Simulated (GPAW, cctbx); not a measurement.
## Cs2SrSi2: deformation density and structure factors from DFT

Aim: compute the bonding part of the density of Cs2SrSi2, find which reflections carry it, and see how it biases an ordinary refinement.

The cell comes from substitution in a known structure type and wasn't matched to any measured phase. All numbers below are calculated.

### 1. Find the equilibrium geometry

The density hangs on the geometry, so cell and atoms are relaxed first, with the symmetry held. The cutoff is set higher than for the density because stress converges slowly with plane waves.

Settings: GPAW 26.7.0, PBE, 570 eV, 4×4×4 k-points, Fermi–Dirac width 0.1 eV, BFGS to 0.03 eV/Å.

```text
cell
1.0
     5.679000000    0.000000000    0.000000000
     0.000000000    5.679000000    0.000000000
    -2.839500000   -2.839500000    6.779500000
Cs Sr Si
2 1 2
Direct
0.750000000 0.250000000 0.500000000
0.250000000 0.750000000 0.500000000
0.000000000 0.000000000 0.000000000
0.615300000 0.615300000 0.230600000
0.384700000 0.384700000 0.769400000
```

```console
$ OMP_NUM_THREADS=1 mpirun -n 4 gpaw python run.py > gpaw.log
```

```text
BFGS:    0      -10.658566        2.544921
BFGS:    1      -10.845997        2.575088
BFGS:    2      -11.627781        2.539957
BFGS:    3      -12.324963        1.889136
...
BFGS:   19      -13.245765        0.715814
BFGS:   20      -13.266322        0.038525
BFGS:   21      -13.266981        0.004265
cell  4.9683 4.9683 8.6266  106.74 106.74 90.00
volume 194.486 A^3, largest force 0.004 eV/A, largest stress 0.01 GPa
```

The cell moved far, while the k-mesh and basis were chosen for the start, so the final shape may be somewhat biased.

After 21 steps the volume has changed by -11.0 % and the energy by -2.608 eV; the largest stress left is 0.01 GPa. It took 13 min on 4 cores of AMD EPYC 7R13 Processor (Zen 3) (shared host), peak memory 1.9 GiB.

Relaxed structure: I4/mmm (no. 139), a = 4.9683 Å, b = 4.9683 Å, c = 15.7577 Å, α = 90.00°, β = 90.00°, γ = 90.00°.

```csv
atom,mult.,x,y,z
Cs1,4,1/2,0,1/4
Sr1,2,0,0,0
Si1,4,1/2,1/2,0.0716
```

### 2. The all-electron density

X-rays see the whole electron density, so the PAW density is rebuilt with its core regions. Subtracting spherical free atoms from the same code cancels the cores and leaves the deformation density Δρ, the part due to bonding.

Settings: PBE, 450 eV, 5×5×5 k-points, Fermi–Dirac width 0.1 eV; primitive cell of 5 atoms.

```console
$ OMP_NUM_THREADS=1 mpirun -n 4 gpaw python run.py > gpaw.log
```

```text
|iter:   1|       0s |  -15.678625 | -0.32 |       |
|iter:   2|       4s |  -15.030500 | -1.97 | -0.99 |
|iter:   3|       7s |  -13.340859 | -1.10 | -1.05 |
...
|iter:   8|      33s |  -13.222175c| -6.47 | -3.54 |
|iter:   9|      38s |  -13.222177c| -7.45c| -3.98 |
|iter:  10|      40s |  -13.222178c| -7.92c| -4.88c|
```

```text
gpts.py:43: UserWarning: Initial realspace grid (25,25,45) inconsistent with symmetries.
gpts.py:43: UserWarning: Initial realspace grid (25,25,45) inconsistent with symmetries.
gpts.py:43: UserWarning: Initial realspace grid (25,25,45) inconsistent with symmetries.
gpts.py:43: UserWarning: Initial realspace grid (25,25,45) inconsistent with symmetries.
gpts.py:70: UserWarning: Using symmetrized grid: (45,45,45).
gpts.py:70: UserWarning: Using symmetrized grid: (45,45,45).
gpts.py:70: UserWarning: Using symmetrized grid: (45,45,45).
gpts.py:70: UserWarning: Using symmetrized grid: (45,45,45).
grid (90, 90, 90)  electrons 176.000  moved by bonding 0.942 e
deformation density beyond 0.5 A of the nuclei: max 0.155, min -0.049 e/A^3
atom        x       y       z   Voronoi charge  moment
Cs1    0.2500  0.7500  0.5000      0.150       0.00
Cs2    0.7500  0.2500  0.5000      0.150       0.00
Sr3    0.0000  0.0000  0.0000      0.380       0.00
Si4    0.5716  0.5716  0.1432     -0.340       0.00
Si5    0.4284  0.4284  0.8568     -0.340       0.00
mean inner potential of superposed free atoms 13.546 V
total magnetic moment 0.000 muB
```

Deformation density in a plane through the shortest contact of the Si atom at the origin, in 0.01 e/Å³ (clipped at ±99); x from -1.6 to 3.9 Å, y from 2.4 down to -2.4 Å:

```text
 -1   0   0  -1  -1  -1  -1   0   0  -1  -1  -1  -1   0   0  -1
  0   0   0   0   0   0   0  -1  -1   0   0   0   0   0   0   0
  0   1   1   1   1   1   1   1   1   1   1   1   1   1   1   0
  1   2   2   2   1   1   1   3   3   1   1   1   2   2   2   1
  2   3   3   1  -2  -3   1   5   5   1  -3  -2   1   3   3   2
  2   4   4   0   .  -3   1  10  10   1  -3   .   0   4   4   2
  3   4   4  -1   .   .   2  13  13   2   .   .  -1   4   4   3
  2   4   4   0   .  -3   1  10  10   1  -3   .   0   4   4   2
  2   3   3   1  -2  -3   1   5   5   1  -3  -2   1   3   3   2
  1   2   2   2   1   1   1   3   3   1   1   1   2   2   2   1
  0   1   1   1   1   1   1   1   1   1   1   1   1   1   1   0
  0   0   0   0   0   0   0  -1  -1   0   0   0   0   0   0   0
 -1   0   0  -1  -1  -1  -1   0   0  -1  -1  -1  -1   0   0  -1
```

Atoms in or within 0.15 Å of the plane: Si (0.0, 0.0), Si (2.3, 0.0) Å. Dots mark points within about 0.45 Å of a nucleus; large values next to them are atomic features.

Si gains most (-0.34 e) and Sr loses most (+0.38 e); Si is the most electronegative element, but the order of the others doesn't follow electronegativity. Such charges fall far short of formal ones, since overlapping free atoms already put density on their neighbours. Along the shortest contact from the Si atom at the map's origin, Si–Si at 2.26 Å, Δρ is +0.15 e/Å³ at the midpoint: a bond charge, the mark of covalency. Point values carry grid noise of about 0.01 e/Å³. The run needed 10 iterations, 65 s.

### 3. From the density to structure factors

The Fourier components of Δρ, added to those of the free atoms, give the static X-ray structure factors; the Mott–Bethe relation turns them into the Fourier components V of the potential that fast electrons feel.

```text
static structure factors of the conventional cell: F in electrons, V (Mott-Bethe) in volts
   h  k  l      d  |F| table  |F| free   |F| DFT   change   |V| free  |V| DFT  change %
   0  0  2  7.8788   106.141   106.233   105.884   -0.349     2.159    2.415     11.8
   1  0  1  4.7384    25.237    25.295    24.350   -0.946     0.074    0.324    340.0
   0  0  4  3.9394   251.454   251.630   251.198   -0.432     5.790    5.869      1.4
   1  0  3  3.6094    55.637    55.690    55.877    0.187     1.234    1.205     -2.3
   1  1  0  3.5131    82.421    82.287    81.761   -0.526     0.831    0.907      9.2
   1  1  2  3.2086   277.833   277.985   278.034    0.049     6.409    6.403     -0.1
   1  0  5  2.6613    85.941    85.974    85.832   -0.142     2.102    2.114      0.6
   0  0  6  2.6263   152.975   153.152   152.487   -0.665     3.370    3.424      1.6
   1  1  4  2.6220   126.209   126.329   126.052   -0.276     2.461    2.484      0.9
   2  0  0  2.4842   273.717   273.848   273.638   -0.209     5.683    5.698      0.3
   2  0  2  2.3692    90.019    90.125    90.123   -0.002     1.261    1.261      0.0
   2  1  1  2.2001    24.526    24.457    24.627    0.170     0.064    0.054    -15.2
   1  1  6  2.1035   189.916   190.005   190.653    0.648     2.887    2.854     -1.2
   2  0  4  2.1013   214.312   214.420   214.576    0.157     3.583    3.575     -0.2
```

The largest X-ray change is -0.95 e on 101, 3.7 % of |F|. For electrons V goes as (Z − F)/g², so a change of F counts against Z − F, which is small at low angle and wherever the atoms' terms cancel: |V| of 002 moves by +11.8 % (2.16 to 2.42 V) against -0.3 % in |F|. The last three rows still change by up to 0.65 e; the table stops while the angles are still low. The tabulated Hartree–Fock atoms differ from the free DFT atoms by up to 0.18 e, so the choice of reference atom matters too.

### 4. Which functional?

The same geometry is run with other functionals, to see whether the bonding signal is larger than the spread between approximations. Free atoms are LDA for LDA and PBE otherwise; meta-GGAs and hybrids keep PBE cores. Any other changed setting is in the row's label.

| run | ΔF 101 (e) | ΔF 006 (e) | ΔF 110 (e) | q(Si) (e) | moved (e) | time |
| --- | --- | --- | --- | --- | --- | --- |
| PBE | -0.946 | -0.665 | -0.526 | -0.340 | 0.942 | 65 s |
| LDA | -0.917 | -0.708 | -0.532 | -0.323 | 0.900 | 53 s |
| r2SCAN | -1.052 | -0.690 | -0.495 | -0.392 | 1.084 | 3.4 min |

At the base's settings ΔF(101) spans -1.052 to -0.917 e, a spread of 14 % of the PBE value; over the three listed reflections the spread is at most 14 %, so sign and size hold across the functionals. Times are from shared hosts.

### 5. Refining ordinary atoms against data with bonding

Routine crystallography fits spherical atoms. To see the bias, intensities are simulated from tabulated atoms plus the DFT change ΔF, so that bonding alone can misfit (6490 reflections of the full sphere, merged to the counts below, to 0.5 Å, 1 % proportional noise plus counting noise, assumed isotropic U as listed, Δρ smeared by the mean U) and refined with cctbx over different ranges.

```csv
range,data,R1,GooF,U Cs1 (true 0.0061),U Sr1 (true 0.007),U Si1 (true 0.0098),largest shift (Å),"Δρ max, min (e/Å³)"
all data,528,0.0033,1.00,0.0061,0.0070,0.0098,0.0000,"0.21, -0.17"
"low resolution, d > 0.84",130,0.0028,1.09,0.0061,0.0070,0.0097,0.0000,"0.12, -0.08"
"high order, d < 0.75",350,0.0037,0.97,0.0061,0.0070,0.0098,0.0000,"0.18, -0.14"
"occupancies free, d > 0.7",213,0.0029,1.04,0.0061,0.0070,0.0097,0.0000,"0.14, -0.12"
```

With all data GooF is 1.00, so at this noise the bonding hardly shows; the top residual peak lies 2.49 Å from Cs and 2.49 Å from Cs. No U is off by more than 3 s.u. at low resolution. With Cs1 held at 1 and the scale free, the other occupancies refine to Sr1 0.999(0.001) and Si1 0.999(0.002), within three s.u. of full.

### 6. Answer

Bonding moves 0.94 e in the primitive cell of Cs2SrSi2 and changes the structure factors of the conventional cell in the table above by at most 0.95 e (101, 3.7 %). The shortest bond, Si–Si, has Δρ = +0.15 e/Å³ at its midpoint, a covalent bond charge. At the base's settings ΔF(101) spans -1.052 to -0.917 e, a spread of 14 % of the PBE value; over the three listed reflections the spread is at most 14 %, so sign and size hold across the functionals. With all data GooF is 1.00, so at this noise the bonding hardly shows. Limits: static density, frozen cores, no spin–orbit coupling.

[Outputs are excerpts: Python notices, other lines and further rows are left out; steps that failed or that the build refused (PBEsol, TPSS) are not shown.]

[Logs are printed without paths, hosts, clocks, repeated set-up lines and the standing remarks that a program may print on its own settings, such as how far it seeks lower states.]
